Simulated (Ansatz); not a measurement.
# A hypothetical structure for InFeF3

This structure for InFeF3 is made up. Its elements were placed in a known structure type with a cell scaled to their sizes. What cell does the guess relax to, and how far off was it?

Program: Ansatz 0.2.0. Level of theory: DFT, PBEsol, plane-wave PAW, files of the set soft_1, scalar-relativistic, ferromagnetic start, cell and ions relaxed at zero pressure; PAW set soft_1. Results are calculated unless marked as measured.

### Step 1. Set-up

It takes space group Cm (No. 8, monoclinic). Conventional cell: a = 5.704 Å, b = 5.694 Å, c = 4.170 Å, α = 90.00°, β = 91.65°, γ = 90.00°. Nearest to In lie 3 F at 2.78 to 2.85 Å. Nearest to Fe lie 6 F at 1.94 to 2.11 Å. Nearest to F lie 2 Fe at 1.94 to 2.10 Å. Nearest to F lie 2 Fe at 2.07 to 2.11 Å. Farther neighbours and most contacts between anions are not listed.

### Step 2. Relaxation of the guess

The guess takes its coordinates from another compound and its volume from a rule, so the cell and any free coordinates are relaxed together.

Input file input.yaml:

```yaml
crystal:
  lattice:
    - [2.852, -2.847, 0.0]
    - [2.852, 2.847, 0.0]
    - [-0.120070781, 0.0, 4.168270985]
  atoms:
    - { symbol: In, position: [0.0034, 0.0034, 0.9809] }
    - { symbol: Fe, position: [0.5197, 0.5197, 0.4852], spin: 3.0 }
    - { symbol: F, position: [0.4977, 0.9999, 0.4867] }
    - { symbol: F, position: [0.4914, 0.4914, 0.9885] }
    - { symbol: F, position: [0.9999, 0.4977, 0.4867] }
magnetization:
  spin_polarized: true
kpoints:
  mp_grid: { grid: [7, 7, 7] }
scf:
  occupations: { method: fermi_dirac, width: 0.05 }
hamiltonian:
  xc: pbesol
  pseudopotentials: { kind: paw, azcp: { folder: soft_1 }, xc_functional: pbe }
relax:
  f_tol: 0.015
  max_steps: 70
  cell: {}
output:
  forces: true
  stress: true
```

Command:

```
ansatz run input.yaml --threads 4 --pin off --max-ram 8192MiB --backend cpu --events-out ev --progress --plain --runs-dir out
```

Numbers of over 12 decimals in the logs are rounded to 6 here.

The log of the run:

```text
Engine: ansatz 0.2.0, aarch64-unknown-linux-gnu
Pseudopotentials: kind: paw
Pseudopotential: In, paw, valence charge 13, recommended cutoff 420 eV (normal), soft_1/In.paw.azcp
Pseudopotential: Fe, paw, valence charge 16, recommended cutoff 420 eV (normal), soft_1/Fe.paw.azcp
Pseudopotential: F, paw, valence charge 7, recommended cutoff 420 eV (normal), soft_1/F.paw.azcp
Functional definition: PBEsol
  exchange = pbesol_x
  correlation = pbesol_c
Crystal: 5 atoms, lattice volume = 67.690 Å³
Basis set: ecut = 420 eV, 1329 PW (Γ), exchange–correlation on 54×54×60 points (8 copies of the dense FFT grid, shifted against one another)
Bands: 32, of which v1, the nominal top of the filled ones, is band 25 counted from 1 (24 counted from 0)
Symmetry: 2 space group operations
Space group: Cm (ITA 8), of the structure as read, at distance tolerance 4.1e-5 Å
Magnetic group: BNS 8.32 (UNI 39), of the structure as read, at distance tolerance 4.1e-5 Å
k-points: 100 of 343 (time reversal used)
Non-local potential: In, projectors of the file, l = 0: 2, l = 1: 2, l = 2: 2, l = 3: 1
Non-local potential: Fe, projectors of the file, l = 0: 3, l = 1: 2, l = 2: 3, l = 3: 1
Non-local potential: F, projectors of the file, l = 0: 2, l = 1: 2, l = 2: 1
PAW form: soft (Blöchl's): semilocal exchange-correlation on the pseudo side does not see the compensation charge
PAW frozen core: In, regenerated for the run's functional, and the local potential with it (the file was generated under x = pbe(κ = 0.804, μ = 0.219515), c = pbe(β = 0.066725))
PAW frozen core: Fe, regenerated for the run's functional, and the local potential with it (the file was generated under x = pbe(κ = 0.804, μ = 0.219515), c = pbe(β = 0.066725))
PAW frozen core: F, regenerated for the run's functional, and the local potential with it (the file was generated under x = pbe(κ = 0.804, μ = 0.219515), c = pbe(β = 0.066725))
PAW one-centre angular grid: In, 590 points (default); XC on 64 Gauss nodes
PAW one-centre angular grid: Fe, 590 points (default); XC on 64 Gauss nodes
PAW one-centre angular grid: F, 110 points (default); XC on 64 Gauss nodes
Initial density: superposition of atomic densities (chi_scale 0.1, normalization cell, long waves kept (reshape's long-wave potential 0.05 eV rms))
Starting moments: Σ|m| = 3 μB on 1 of 5 sites
Initial wavefunctions: pseudopotential atomic-orbital guess
Functional: x = pbesol(κ = 0.804, μ = 0.123457), c = pbesol(β = 0.046)
SCF iter   1: F=—  HF=-12381.694405 eV  |F-HF|=—  |Δ(HF+E_count)|=         —  Δρ=1.47e-1 (↑1.37e-1 ↓1.47e-1)  dr2=4.68e1  dr2_m=2.35e-1  M=3.338 μB ∫|m|=3.339 μB  β_m=0.30  ethr=3.10e-3  ⟨swp⟩=5.8  Hψ=24410  notcnv=0
Mixer restart at iter 1: flushing history
preconditioner: auto → Kerker (q_TF=auto, 2.594 Å⁻¹)  [metal: Δε(μ)=0.001 eV  Ē_g=13.734 eV  σ=0.050 eV  W_gap=0.00  n_scr=18 (ndim 8)  ℏωp=29.2 eV  f_vac=0.000  D(μ)=5.43/eV (n_scr^D=72)]
spin=Collinear: Kerker preconditioning applied to the charge; magnetization (m = ρ↑ − ρ↓) channel mixes plain (no charge-response kernel on spin).
SCF iter   2: F=—  HF=-12376.578694 eV  |F-HF|=—  |Δ(HF+E_count)|=    5.12e0  Δρ=5.32e-2 (↑5.32e-2 ↓3.86e-2)  dr2=5.19e0  dr2_m=3.93e-1  M=3.578 μB ∫|m|=3.578 μB  β_m=0.35  ethr=3.10e-3  ⟨swp⟩=3.5  Hψ=15454  notcnv=0  defer=258
SCF iter   3: F=—  HF=-12375.795335 eV  |F-HF|=—  |Δ(HF+E_count)|=   7.83e-1  Δρ=3.52e-2 (↑3.52e-2 ↓2.50e-2)  dr2=1.24e0  dr2_m=3.65e-1  M=3.808 μB ∫|m|=3.810 μB  β_m=0.67  ethr=3.10e-3  ⟨swp⟩=3.0  Hψ=12564  notcnv=0  defer=258
SCF iter   4: F=—  HF=-12375.713779 eV  |F-HF|=—  |Δ(HF+E_count)|=   8.16e-2  Δρ=1.49e-2 (↑1.46e-2 ↓1.49e-2)  dr2=3.82e-1  dr2_m=7.86e-3  M=4.000 μB ∫|m|=4.031 μB  β_m=0.64  ethr=2.48e-3  ⟨swp⟩=3.3  Hψ=13716  notcnv=0  defer=261
SCF iter   5: F=—  HF=-12375.678411 eV  |F-HF|=—  |Δ(HF+E_count)|=   3.54e-2  Δρ=7.77e-3 (↑3.62e-3 ↓7.77e-3)  dr2=7.83e-2  dr2_m=5.22e-3  M=4.000 μB ∫|m|=4.026 μB  β_m=0.82  ethr=7.64e-4  ⟨swp⟩=2.7  Hψ=12844  notcnv=0  defer=220
SCF iter   6: F=—  HF=-12375.675462 eV  |F-HF|=—  |Δ(HF+E_count)|=         —  Δρ=1.90e-3 (↑1.72e-3 ↓1.90e-3)  dr2=8.94e-3  dr2_m=9.76e-4  M=4.000 μB ∫|m|=4.021 μB  β_m=0.82  ethr=1.57e-4  ⟨swp⟩=2.6  Hψ=10539  notcnv=0  defer=223
Mixer restart at iter 6: flushing history
SCF iter   7: F=—  HF=-12375.674182 eV  |F-HF|=—  |Δ(HF+E_count)|=   1.28e-3  Δρ=1.10e-3 (↑1.10e-3 ↓8.35e-4)  dr2=3.60e-3  dr2_m=6.89e-5  M=4.000 μB ∫|m|=4.021 μB  β_m=0.91  ethr=1.79e-5  ⟨swp⟩=1.8  Hψ=8296  notcnv=0  defer=223
SCF iter   8: F=—  HF=-12375.673778 eV  |F-HF|=—  |Δ(HF+E_count)|=   4.05e-4  Δρ=8.88e-4 (↑8.88e-4 ↓5.51e-4)  dr2=1.35e-3  dr2_m=4.23e-5  M=4.000 μB ∫|m|=4.021 μB  β_m=0.80  ethr=7.20e-6  ⟨swp⟩=2.0  Hψ=11944  notcnv=0  defer=231
SCF iter   9: F=—  HF=-12375.673112 eV  |F-HF|=—  |Δ(HF+E_count)|=   6.66e-4  Δρ=3.27e-4 (↑1.91e-4 ↓3.27e-4)  dr2=2.32e-4  dr2_m=9.03e-6  M=4.000 μB ∫|m|=4.020 μB  β_m=0.84  ethr=2.70e-6  ⟨swp⟩=2.0  Hψ=11875  notcnv=0  defer=239
SCF iter  10: F=—  HF=-12375.673021 eV  |F-HF|=—  |Δ(HF+E_count)|=   9.06e-5  Δρ=1.71e-4 (↑1.71e-4 ↓1.59e-4)  dr2=5.21e-5  dr2_m=1.61e-6  M=4.000 μB ∫|m|=4.020 μB  β_m=0.82  ethr=4.65e-7  ⟨swp⟩=2.1  Hψ=11431  notcnv=0  defer=239
SCF iter  11: F=—  HF=-12375.673006 eV  |F-HF|=—  |Δ(HF+E_count)|=   1.54e-5  Δρ=7.06e-5 (↑3.79e-5 ↓7.06e-5)  dr2=7.08e-6  dr2_m=4.91e-7  M=4.000 μB ∫|m|=4.020 μB  β_m=0.91  ethr=1.04e-7  ⟨swp⟩=2.0  Hψ=10252  notcnv=0  defer=239
SCF iter  12: F=—  HF=-12375.673006 eV  |F-HF|=—  |Δ(HF+E_count)|=   8.28e-8  Δρ=3.34e-5 (↑1.30e-5 ↓3.34e-5)  dr2=9.71e-7  dr2_m=1.40e-7  M=4.000 μB ∫|m|=4.020 μB  β_m=0.96  ethr=1.42e-8  ⟨swp⟩=2.2  Hψ=10137  notcnv=0  defer=239
SCF iter  13: F=—  HF=-12375.673006 eV  |F-HF|=—  |Δ(HF+E_count)|=   5.23e-7  Δρ=2.24e-5 (↑7.35e-6 ↓2.24e-5)  dr2=2.26e-7  dr2_m=6.48e-8  M=4.000 μB ∫|m|=4.020 μB  β_m=0.98  ethr=1.94e-9  ⟨swp⟩=2.0  Hψ=10718  notcnv=0  defer=239
SCF iter  14: F=—  HF=-12375.673006 eV  |F-HF|=—  |Δ(HF+E_count)|=   1.38e-7  Δρ=8.22e-6 (↑4.45e-6 ↓8.22e-6)  dr2=5.20e-8  dr2_m=6.37e-9  M=4.000 μB ∫|m|=4.020 μB  β_m=0.99  ethr=4.51e-10  ⟨swp⟩=2.0  Hψ=11448  notcnv=0  defer=239
SCF iter  15: F=-12375.673006 eV  HF=-12375.673006 eV  |F-HF|=5.53e-9  |Δ(HF+E_count)|=   1.61e-8  Δρ=7.04e-6 (↑2.04e-6 ↓7.04e-6)  dr2=2.45e-8  dr2_m=6.46e-9  M=4.000 μB ∫|m|=4.020 μB  ethr=1.04e-10  ⟨swp⟩=2.0  Hψ=19381  notcnv=0
SCF 1 converged in 15 iterations: F = -12375.673006 eV  dr2 = 2.45e-8
  greatest PAW one-centre occupation: 1.003 electrons in one spin orbital (limit 2), on the Fe atom at site 1 (counted from 0), in its partial waves of l = 1
[...]
relax step   3: F+E_penalty+E_count = -12375.75785971 eV  Δ(F+E_penalty+E_count) = -2.435e-2 eV  max|allowed force component| = 3.719e-1 eV/Å  Δτ_max = 0.0352 Å  P = -0.071 GPa  Ω = 70.772 Å³  energy of the carried Pulay correction = -7.360e-3 eV  (11 SCF iters, dr2 threshold 5.00e-7 eV, accepted)
[...]
relax step   4: F+E_penalty+E_count = -12375.77468142 eV  Δ(F+E_penalty+E_count) = -1.682e-2 eV  max|allowed force component| = 6.788e-3 eV/Å  Δτ_max = 0.0944 Å  P = -0.181 GPa  Ω = 70.564 Å³  energy of the carried Pulay correction = -6.875e-3 eV  (11 SCF iters, dr2 threshold 5.00e-7 eV, accepted)
[...]
relax step   5: F+E_penalty+E_count = -12375.77534078 eV  Δ(F+E_penalty+E_count) = -6.594e-4 eV  max|allowed force component| = 1.642e-3 eV/Å  Δτ_max = 0.0149 Å  P = +0.020 GPa  Ω = 70.407 Å³  energy of the carried Pulay correction = -6.507e-3 eV  (8 SCF iters, dr2 threshold 1.51e-7 eV, accepted)
[...]
relax step   6: F+E_penalty+E_count = -12375.78501104 eV  Δ(F+E_penalty+E_count) = -9.670e-3 eV  max|allowed force component| = 1.650e-3 eV/Å  Δτ_max = 0.0000 Å  P = +0.264 GPa  Ω = 70.407 Å³  stress off target by 3.64e-1 GPa  SCF on the basis re-selected at this cell (its energy is not comparable with the rows above)  (13 SCF iters)
[...]
relax step   7: F+E_penalty+E_count = -12375.78492845 eV  Δ(F+E_penalty+E_count) = +8.259e-5 eV  max|allowed force component| = 3.399e-4 eV/Å  Δτ_max = 0.0029 Å  P = +0.019 GPa  Ω = 70.611 Å³  energy of the carried Pulay correction = -4.858e-4 eV  (8 SCF iters, dr2 threshold 3.32e-7 eV, accepted)
iter 1 solved again at ethr=8.56e-8 eV; its pass at ethr=3.10e-3 eV (dr2=4.28e-5 eV) is discarded
SCF iter   1: F=—  HF=-12375.785430 eV  |F-HF|=—  |Δ(HF+E_count)|=         —  Δρ=3.05e-5 (↑2.31e-5 ↓3.05e-5)  dr2=1.88e-7  dr2_m=2.94e-8  M=4.000 μB ∫|m|=4.021 μB  β_m=0.65  ethr=8.56e-8  ⟨swp⟩=3.0  Hψ=41660  notcnv=0
preconditioner: auto → Kerker (q_TF=auto, 2.436 Å⁻¹)  [metal: Δε(μ)=0.000 eV  Ē_g=14.119 eV  σ=0.050 eV  W_gap=0.00  n_scr=18 (ndim 8)  ℏωp=28.6 eV  f_vac=0.012  D(μ)=4.57/eV (n_scr^D=56)]
spin=Collinear: Kerker preconditioning applied to the charge; magnetization (m = ρ↑ − ρ↓) channel mixes plain (no charge-response kernel on spin).
SCF iter   2: F=—  HF=-12375.785441 eV  |F-HF|=—  |Δ(HF+E_count)|=   1.10e-5  Δρ=1.49e-5 (↑8.03e-6 ↓1.49e-5)  dr2=5.59e-8  dr2_m=1.98e-8  M=4.000 μB ∫|m|=4.021 μB  β_m=0.65  ethr=3.76e-10  ⟨swp⟩=2.2  Hψ=10610  notcnv=0
SCF iter   3: F=—  HF=-12375.785442 eV  |F-HF|=—  |Δ(HF+E_count)|=   7.99e-7  Δρ=1.11e-5 (↑2.95e-6 ↓1.11e-5)  dr2=2.53e-8  dr2_m=1.74e-8  M=4.000 μB ∫|m|=4.021 μB  β_m=0.82  ethr=1.12e-10  ⟨swp⟩=2.2  Hψ=9016  notcnv=0
SCF iter   4: F=—  HF=-12375.785442 eV  |F-HF|=—  |Δ(HF+E_count)|=   1.16e-7  Δρ=8.58e-6 (↑9.38e-7 ↓8.58e-6)  dr2=1.56e-8  dr2_m=1.13e-8  M=4.000 μB ∫|m|=4.021 μB  β_m=0.91  ethr=5.05e-11  ⟨swp⟩=2.1  Hψ=11285  notcnv=0
SCF iter   5: F=—  HF=-12375.785442 eV  |F-HF|=—  |Δ(HF+E_count)|=   5.41e-8  Δρ=3.09e-6 (↑8.64e-7 ↓3.09e-6)  dr2=2.75e-9  dr2_m=1.47e-9  M=4.000 μB ∫|m|=4.021 μB  β_m=0.95  ethr=3.12e-11  ⟨swp⟩=2.0  Hψ=11602  notcnv=0
SCF iter   6: F=—  HF=-12375.785442 eV  |F-HF|=—  |Δ(HF+E_count)|=   4.25e-8  Δρ=2.01e-6 (↑1.14e-6 ↓2.01e-6)  dr2=3.32e-9  dr2_m=3.65e-10  M=4.000 μB ∫|m|=4.021 μB  β_m=0.97  ethr=5.50e-12  ⟨swp⟩=2.0  Hψ=11603  notcnv=0
SCF iter   7: F=—  HF=-12375.785442 eV  |F-HF|=—  |Δ(HF+E_count)|=   2.04e-9  Δρ=1.19e-6 (↑9.14e-7 ↓1.19e-6)  dr2=7.31e-10  dr2_m=3.03e-10  M=4.000 μB ∫|m|=4.021 μB  β_m=0.99  ethr=5.50e-12  ⟨swp⟩=2.0  Hψ=11600  notcnv=0
SCF iter   8: F=—  HF=-12375.785442 eV  |F-HF|=—  |Δ(HF+E_count)|=  1.33e-10  Δρ=6.10e-7 (↑2.20e-7 ↓6.10e-7)  dr2=1.87e-10  dr2_m=5.05e-11  M=4.000 μB ∫|m|=4.021 μB  β_m=0.99  ethr=1.46e-12  ⟨swp⟩=2.0  Hψ=11578  notcnv=0
SCF iter   9: F=—  HF=-12375.785442 eV  |F-HF|=—  |Δ(HF+E_count)|=  8.55e-11  Δρ=3.06e-7 (↑1.22e-7 ↓3.06e-7)  dr2=7.80e-11  dr2_m=9.42e-12  M=4.000 μB ∫|m|=4.021 μB  β_m=1.00  ethr=1.00e-12  ⟨swp⟩=2.1  Hψ=10607  notcnv=0
SCF iter  10: F=—  HF=-12375.785442 eV  |F-HF|=—  |Δ(HF+E_count)|=  5.09e-11  Δρ=9.92e-8 (↑8.14e-8 ↓9.92e-8)  dr2=1.26e-11  dr2_m=1.80e-12  M=4.000 μB ∫|m|=4.021 μB  β_m=1.00  ethr=1.00e-12  ⟨swp⟩=1.8  Hψ=7053  notcnv=0
SCF iter  11: F=-12375.785442 eV  HF=-12375.785442 eV  |F-HF|=1.46e-11  |Δ(HF+E_count)|=  3.64e-12  Δρ=1.01e-7 (↑7.36e-8 ↓1.01e-7)  dr2=1.27e-11  dr2_m=3.74e-13  M=4.000 μB ∫|m|=4.021 μB  ethr=1.00e-12  ⟨swp⟩=2.8  Hψ=19379  notcnv=0
SCF 8 converged in 11 iterations: F = -12375.785442 eV  dr2 = 1.27e-11
relax step   8: F+E_penalty+E_count = -12375.78544213 eV  Δ(F+E_penalty+E_count) = -5.137e-4 eV  max|allowed force component| = 2.805e-4 eV/Å  Δτ_max = 0.0000 Å  P = +0.023 GPa  Ω = 70.611 Å³  stress off target by 4.94e-2 GPa  SCF on the basis re-selected at this cell (its energy is not comparable with the rows above)  (11 SCF iters)
basis re-selected at this cell: Δ(F+E_penalty+E_count) = -5.137e-4 eV, ΔP = +0.004 GPa vs the last step (what re-selecting the basis moved, of the pressure what is left beyond the Pulay correction that the steps carried, after the strain that the cell walked since its last selection, with what the two solves' SCF thresholds leave and, on support functions, any second-order correction that the steps lacked; it is no m [...]
SCF converged after 11 iterations
Magnetization: 4.0000 μB (27.0000 up, 23.0000 down)
Absolute magnetization: 4.0210 μB (∫|ρ↑−ρ↓|, with the PAW one-centre terms)
Spin contamination: 0.0088 ħ² per cell (⟨S²⟩ above its minimum at these occupations)
Per-site moments (μB) at R_I (Å): [(-0.00264214, 1.204658), (3.401519, 0.852165), (0.090746, 0.852165), (0.090359, 0.853047), (0.090746, 0.852165)]
Free energy (F): -12375.785442 eV
Harris-Foulkes:  -12375.785442 eV  (|F-HF|=1.46e-11)
Internal energy: -12375.748845 eV  (E = F + TS)
E sigma→0 (E₀):  -12375.767143 eV
Entropy (-TS):   -0.036597 eV (-7.319 meV/atom)
Fermi energy:    9.059734 eV
--- Per-component energies (eV) ---
  E_band       = -479.246581
  E_kinetic    = 1124.122490
  E_local      = -5766.582943  (includes V_loc(G=0)·N_el)
  E_nonlocal   = 893.148272
  E_hartree    = 2300.682942
  E_xc         = -476.136416
  E_vxc        = -520.356595  (∫ρ·V_xc dr)
  E_paw        = -6078.710313  (= ΣΔE_a)
  E_vpaw       = -810.945000  (= ΣTr[D̂ρ^β])
  E_aug_tail   = 0.001228  (compensation charges beyond the density's cutoff)
  E_ewald      = -4372.816539
  E_core_change = 0.542433  (= ΣΔE_core)
  E_smearing   = -0.036597  (= −TS)
  E_closure    = -0.000000  (closes the sum)
  Σ components = -12375.785442   (vs F -12375.785442, Δ=0.00e0)
--- Forces (eV/Å), atoms counted from 1 ---
  atom   1  In    -0.00028193     0.00000000    -0.00009630
  atom   2  Fe    -0.00007829     0.00000000    -0.00002852
  atom   3  F      0.00004881    -0.00012542     0.00003676
  atom   4  F      0.00025544     0.00000000     0.00004629
  atom   5  F      0.00004881     0.00012542     0.00003676
  max |Σ_I F_I| component: 7.18e-6 eV/Å
--- Stress (GPa, compression-positive) ---
        0.037451       0.000000       0.025733
        0.000000       0.037043       0.000000
        0.025733       0.000000      -0.005966
  P = ⅓ Tr σ = 0.0228 GPa (0.228 kbar)
--- Relaxed structure (6 steps of the walk, 6 accepted, 2 SCFs on fresh bases) ---
  F+E_penalty+E_count = -12375.78544213 eV   max|allowed force component| = 2.805e-4 eV/Å   (the final SCF, on the basis selected at the relaxed cell)
  cell:  # Å, volume = 70.6107 Å³
    - [2.921306, -2.921712, 0.040411]
    - [2.921306, 2.921712, 0.040411]
    - [-0.063927, 7.265327789351367e-18, 4.135551]
  atoms:
    - { symbol: In, position: [0.00255433, 0.00255433, 0.985651] }
    - { symbol: Fe, position: [0.502427, 0.502427, 0.485601] }
    - { symbol: F, position: [0.502358, 1.002412, 0.485576] }
    - { symbol: F, position: [0.502349, 0.502349, 0.985594] }
    - { symbol: F, position: [1.002412, 0.502358, 0.485576] }
```

The job ended after 2.5 min (4 threads of Arm Neoverse V2, shared host; peak memory 0.7 GiB; 8.5 min of CPU time).

Relaxation path:

| step | energy less that of the first step (eV) | largest force component (eV/Å) | pressure (GPa) | volume (Å³) |
| --- | --- | --- | --- | --- |
| 1 | 0.0000 | 1.1423 | 4.55 | 67.69 |
| 2 | -0.0605 | 0.7461 | 1.34 | 69.85 |
| 3 | -0.0849 | 0.3719 | -0.07 | 70.77 |
| 4 | -0.1017 | 0.0068 | -0.18 | 70.56 |
| 5 | -0.1023 | 0.0016 | 0.02 | 70.41 |
| 6* | -0.1120 | 0.0016 | 0.26 | 70.41 |
| 7 | -0.1119 | 0.0003 | 0.02 | 70.61 |
| 8* | -0.1124 | 0.0003 | 0.02 | 70.61 |

Relaxation steps marked * repeat the geometry before them on a plane-wave basis chosen anew for their cell, so energy and pressure can jump there.

Forces are held to the 2 operations that the run works with; a distortion that breaks them can't arise in this run.

| cell as run | before | after | change |
| --- | --- | --- | --- |
| a (Å) | 4.030 | 4.132 | +2.5 % |
| b (Å) | 4.030 | 4.132 | +2.5 % |
| c (Å) | 4.170 | 4.136 | -0.8 % |
| α (°) | 91.17 | 90.07 | -1.2 % |
| β (°) | 91.17 | 90.07 | -1.2 % |
| γ (°) | 89.90 | 90.00 | +0.1 % |
| volume (Å³/atom) | 13.54 | 14.12 | +4.3 % |

The atoms that moved most (Å, as changes of fractional coordinates times the final cell):

| atom | dx | dy | dz | length |
| --- | --- | --- | --- | --- |
| Fe2 | -0.101 | 0.000 | 0.000 | 0.101 |
| F4 | 0.064 | 0.000 | -0.011 | 0.065 |
| F5 | 0.021 | 0.006 | -0.004 | 0.022 |
| F3 | 0.021 | -0.006 | -0.004 | 0.022 |
| In1 | -0.005 | 0.000 | 0.020 | 0.020 |

Final coordinates:

```xyz
5
Lattice="2.9213 -2.9217 0.0404 2.9213 2.9217 0.0404 -0.0639 0.0000 4.1356" Properties=species:S:1:pos:R:3 pbc="T T T"
In   -0.0481    0.0000    4.0764
Fe    2.9044    0.0000    2.0488
F     4.3649    1.4610    2.0689
F     2.8720    0.0000    4.1166
F     4.3649   -1.4610    2.0689
```

This step gave:

| Property | Result |
| --- | --- |
| free energy | -12375.7854 eV |
| energy at zero smearing | -12375.7671 eV |
| smearing term TS | 0.03660 eV |
| Fermi energy | 9.060 eV |
| magnetization | 4.000 μB |
| absolute magnetization | 4.021 μB |
| site moments | -0.002642, 3.402, 0.09075, 0.09036, 0.09075 μB |
| electrons | 50 |
| symmetry operations | 2 |
| pressure | 0.02284 GPa |

Site moment by atom:

| atom | site moment (μB) |
| --- | --- |
| In1 | 0.00 |
| Fe2 | 3.40 |
| F3 | 0.09 |
| F4 | 0.09 |
| F5 | 0.09 |

Shortest distances by pair of elements, guess and relaxed (not always the same contact):

| pair | guess (Å) | relaxed (Å) |
| --- | --- | --- |
| F–Fe | 1.937 | 2.066 |
| F–In | 2.783 | 2.920 |
| F–F | 2.834 | 2.921 |
| Fe–In | 3.399 | 3.576 |
| In–In | 4.030 | 4.132 |

The relaxation ends with a largest force component of 2.8e-4 eV/Å and a pressure of 0.02 GPa.

### Step 3. Results

```
space group, relaxed : Pm-3m
conventional cell    : a = 4.133, b = 4.133, c = 4.133 Å; α = 90.0°, β = 90.0°, γ = 90.0°
volume per atom      : 14.12 Å³ (guess 13.54)
total moment         : 4.00 μB in the cell of 5 atoms
```

**Reading.** InFeF3 relaxes to Pm-3m with a = 4.133, b = 4.133 and c = 4.133 Å. The guessed volume was 4 % too small. The symmetry rose from Cm to Pm-3m, so the distortion of the structure type doesn't survive with these elements. The input starts from parallel moments, and no other start was typed. Mesh and cutoff weren't tested. No dispersion term is used, so weakly bound directions may come out too long. Nothing here tests whether the compound is stable against decomposition.

[Logs are printed without paths, hosts, clocks, repeated set-up lines and the standing remarks that a program may print on its own settings, such as how far it seeks lower states.]

[Hosts, paths, dates, database ids (printed as entryN), source tags and the programs' standing remarks are cut or masked in the printed files.]
